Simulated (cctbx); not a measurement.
# Lattice, Laue class and space group of a new crystal

Cell: a = 6.8930 Å, b = 6.8930 Å, c = 6.8930 Å, α = 90.00°, β = 90.00°, γ = 90.00°. Expected content of the cell: Te4 Sr1 Rb3 Al1.

The data are simulated with cctbx, not measured: Ag Kα, λ = 0.56087 Å, to d = 0.75 Å, 50 % of the full sphere, strongest reflection 5000 counts, noise from counting, a 6 % proportional error and a noise floor of 4 counts (s.d.); no absorption.

A first pass over the reflections prints:

```text
1648 reflections to d = 0.752 A
centring   violations  <I/sigma> of those
    A        719 of   800      8.1
    B        744 of   831      8.0
    C        707 of   783      8.1
    I        767 of   838      8.9
    R        991 of  1109      8.7
    F       1085 of  1207      8.1
Laue class    unique    Rint  (classes that these axes allow; Friedel mates merged)
P -1             1227   0.058
P 1 2/m 1         811   0.059
P 1 1 2/m         802   0.057
P 2/m 1 1         799   0.056
P m m m           492   0.062
P 4/m             437   0.063
P 4/m m m         279   0.066
R -3 :R           535   0.061
R -3 m :R         320   0.067
P m -3            173   0.069
P m -3 m          114   0.070
space group    extra absences  I>4sigma  <I/sigma>
P 4 3 2                 0          0         -  acentric
P -4 3 m                0          0         -  acentric
P m -3 m                0          0         -  centric
Wilson B = 0.87 A^2   <|E^2-1|> = 0.637 (0.968 centric, 0.736 acentric)   E^2>4: 0.0 %
shell (A)         n   <I/sigma>
 6.89 - 1.50     22     24.1
 1.50 - 1.19     14     33.5
 1.19 - 1.04     14     29.9
 1.04 - 0.95     13     26.6
 0.95 - 0.88     13     35.3
 0.88 - 0.83     14     29.3
 0.83 - 0.79     11     29.1
 0.79 - 0.75     13     29.5
```

Q: Read the symmetry from these tables.

Every centring test has many violations, so the lattice is primitive.

Rint stays low (0.056 to 0.070) up to P m -3 m, the highest class in these axes.

3 settings pass the absence test. No glide or screw absences show, which leaves P 4 3 2, P -4 3 m and P m -3 m.

⟨|E²−1|⟩ = 0.637 leans to a non-centrosymmetric structure, or to twinning, which lowers it. The Wilson B of 0.87 Å² means U ≈ 0.0110 Å².

The true group is P-43m (no. 215), Laue class m-3m, non-centrosymmetric. The tables only narrow the choice to the tied entries; cell content, site symmetry and trial solutions must settle it.

The model is made up (kin elements in a known structure type, no relaxation), so it says nothing on whether the phase exists.

[Logs are printed without paths, hosts, clocks, repeated set-up lines and the standing remarks that a program may print on its own settings, such as how far it seeks lower states.]
